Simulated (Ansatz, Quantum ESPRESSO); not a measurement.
# MgS (F-43m): a worked LO-TO splitting

Aim: work out the LO frequency and the static dielectric constant of MgS (F-43m) from one linear-response run, then check them.

Main program and level: Quantum ESPRESSO 7.5; DFT PBEsol, scalar-relativistic, plane waves, PseudoDojo norm-conserving pseudopotentials.

## 1. The relaxed structure

It takes space group F-43m (No. 216, cubic). Conventional cell: a = 5.652 Å, b = 5.652 Å, c = 5.652 Å, α = 90.00°, β = 90.00°, γ = 90.00°. Mg has 4 S at 2.45 Å nearest. Nearest to S lie 4 Mg at 2.45 Å. Farther neighbours and most contacts between anions are not listed.

This is the cell after its relaxation at this level of theory, not the database cell from which that began.

## 2. What the response run gave

A linear-response run on the relaxed cell, with the response to an electric field; only its zone-centre results are used. Cutoff 84 Ry, k mesh 8×8×8.

The log of the run:

```text
[banners, grids, parts of the stress and lines that vanish by symmetry left out]
Program PHONON v.7.5
     Reading xml data from directory:

[...]
Exchange-correlation= PBESOL
                           (   1   4  10   8   0   0   0)
[...]
kinetic-energy cut-off    =      84.0000  Ry
     charge density cut-off    =     336.0000  Ry
     convergence threshold     =      1.0E-18
[...]
Exchange-correlation= PBESOL
                           (   1   4  10   8   0   0   0)
[...]
q = (   0.0000000   0.0000000   0.0000000 )
     25 Sym.Ops. (with q -> -q+G )
     G cutoff =  971.0414  (  31775 G-vectors)     FFT grid: ( 45, 45, 45)
     number of k points=    29
[...]
Mode symmetry, T_d (-43m)  point group:
[...]
Dielectric constant
[...]
End of electric fields calculation
          Dielectric constant in cartesian axis
          (       4.163082948       0.000000000      -0.000000000 )
          (       0.000000000       4.163082948      -0.000000000 )
          (       0.000000000       0.000000000       4.163082948 )
          Effective charges (d Force / dE) in cartesian axis without acoustic sum rule applied (asr)
           atom    1  Mg    Mean Z*:        1.89115
      Ex  (        1.89115       -0.00000        0.00000 )
      Ey  (       -0.00000        1.89115       -0.00000 )
      Ez  (        0.00000       -0.00000        1.89115 )
           atom    2  S     Mean Z*:       -1.89328
      Ex  (       -1.89328        0.00000        0.00000 )
      Ey  (        0.00000       -1.89328        0.00000 )
      Ez  (        0.00000        0.00000       -1.89328 )
          Effective charges Sum: Mean:       -0.00212
[...]
Effective charges (d Force / dE) in cartesian axis with asr applied:
           atom    1  Mg    Mean Z*:        1.89221
[...]
atom    2  S     Mean Z*:       -1.89221
[...]
Representation #   1 modes #   1   2   3
[...]
End of self-consistent calculation
     Convergence has been achieved
     Representation #   2 modes #   4   5   6
[...]
End of self-consistent calculation
     Convergence has been achieved
[...]
Dielectric constant in cartesian axis
          (       4.163082948       0.000000000      -0.000000000 )
          (       0.000000000       4.163082948      -0.000000000 )
          (       0.000000000       0.000000000       4.163082948 )
          Effective charges (d Force / dE) in cartesian axis without acoustic sum rule applied (asr)
           atom    1  Mg    Mean Z*:        1.89115
      Ex  (        1.89115       -0.00000        0.00000 )
      Ey  (       -0.00000        1.89115       -0.00000 )
      Ez  (        0.00000       -0.00000        1.89115 )
           atom    2  S     Mean Z*:       -1.89328
      Ex  (       -1.89328        0.00000        0.00000 )
      Ey  (        0.00000       -1.89328        0.00000 )
      Ez  (        0.00000        0.00000       -1.89328 )
          Effective charges Sum: Mean:       -0.00212
[...]
Effective charges (d Force / dE) in cartesian axis with asr applied:
           atom    1  Mg    Mean Z*:        1.89221
[...]
atom    2  S     Mean Z*:       -1.89221
[...]
q = (    0.000000000   0.000000000   0.000000000 )
[...]
freq (    1) =       0.634580 [THz] =      21.167304 [cm-1]
     freq (    2) =       0.634580 [THz] =      21.167304 [cm-1]
     freq (    3) =       0.634580 [THz] =      21.167304 [cm-1]
     freq (    4) =       9.992225 [THz] =     333.304754 [cm-1]
     freq (    5) =       9.992225 [THz] =     333.304754 [cm-1]
     freq (    6) =       9.992225 [THz] =     333.304754 [cm-1]
[...]
Mode symmetry, T_d (-43m)  point group:
     freq (   1-   3) =         21.2  [cm-1]   --> T_2  G_15 P_4   I+R
     freq (   4-   6) =        333.3  [cm-1]   --> T_2  G_15 P_4   I+R

   JOB DONE.
```

| quantity | value |
| --- | --- |
| cell volume Ω (Å³) | 45.147 |
| mass of Mg (u) | 24.305 |
| mass of S (u) | 32.060 |
| Born charge of Mg, raw (e) | 1.891 |
| Born charge of S, raw (e) | -1.893 |
| ε∞ | 4.163 |
| ω(TO) after the sum rule (cm⁻¹) | 332.4 |

## 3. The calculation

The charges must sum to zero over the cell; taking off their mean, -0.001 e, leaves Z* = 1.892 e on Mg. In the polar mode Mg moves against S, so the reduced mass is μ = 24.30 × 32.06 / 56.37 = 13.825 u.

A longitudinal wave builds up a field that adds to the restoring force: ω(LO)² = ω(TO)² + 4π Z*² / (μ Ω ε∞), in Hartree atomic units. With μ = 25201 electron masses and Ω = 304.67 bohr³ the second term is 1.4077e-06 Ha², or 67808 cm⁻² (1 Ha = 219474.6 cm⁻¹).

So ω(LO) = √(110496 + 67808) = 422.3 cm⁻¹, and by the Lyddane-Sachs-Teller relation ε₀ = ε∞ (ω(LO)/ω(TO))² = 6.72.

## 4. Check against the program

The analysis program adds the same non-analytic term to the full matrix, here for q along (1 0 0).

The log of the run:

```text
[banner, memory and clock lines left out]
Program DYNMAT v.7.5

     Reading Dynamical Matrix from file g.dyn
     ...Force constants read
     ...epsilon and Z* read

     Polarizability (A^3 units)
     multiply by 0.486769 for Clausius-Mossotti correction
        11.364005    0.000000    0.000000
         0.000000   11.364005    0.000000
        -0.000000   -0.000000   11.364005

     IR activities are in (D/A)^2/amu units

# mode   [cm-1]    [THz]      IR
    1     -0.00   -0.0000    0.0000
    2     -0.00   -0.0000    0.0000
    3      0.00    0.0000    0.0000
    4    332.41    9.9653    5.9753
    5    332.41    9.9653    5.9753
    6    422.26   12.6589    5.9753
```

ε₀ comes from the program's run without a direction of q.

| quantity | by hand | program |
| --- | --- | --- |
| ω(LO) (cm⁻¹) | 422.3 | 422.3 |
| ε₀ | 6.72 | 6.72 |

## 5. Results

| Property | Result |
| --- | --- |
| TO mode | 332.4 cm⁻¹ |
| LO mode | 422.3 cm⁻¹ |
| static dielectric constant | 6.718 |

In words: The LO mode of MgS (F-43m) lies at 422 cm⁻¹, 90 cm⁻¹ above the TO mode; the formula meets the program within 0.1 cm⁻¹, as it must for a cubic crystal with one polar mode. ω(LO)² − ω(TO)² goes with Z*²/ε∞: an error of 5 % in ε∞ would move the LO mode by 3.8 cm⁻¹, and semilocal functionals tend to overestimate ε∞. The acoustic modes of the response miss zero by 21 cm⁻¹, a numerical error that can touch the optical modes as well. These are harmonic values at zero temperature, at the volume of this functional, for the structure held cubic; stability elsewhere in the zone is no part of this calculation.

[Host names and launcher messages were left out of these logs when they were recorded.]

[Logs are printed without paths, hosts, clocks, repeated set-up lines and the standing remarks that a program may print on its own settings, such as how far it seeks lower states.]

[Hosts, paths, dates, database ids (printed as entryN), source tags and the programs' standing remarks are cut or masked in the printed files.]
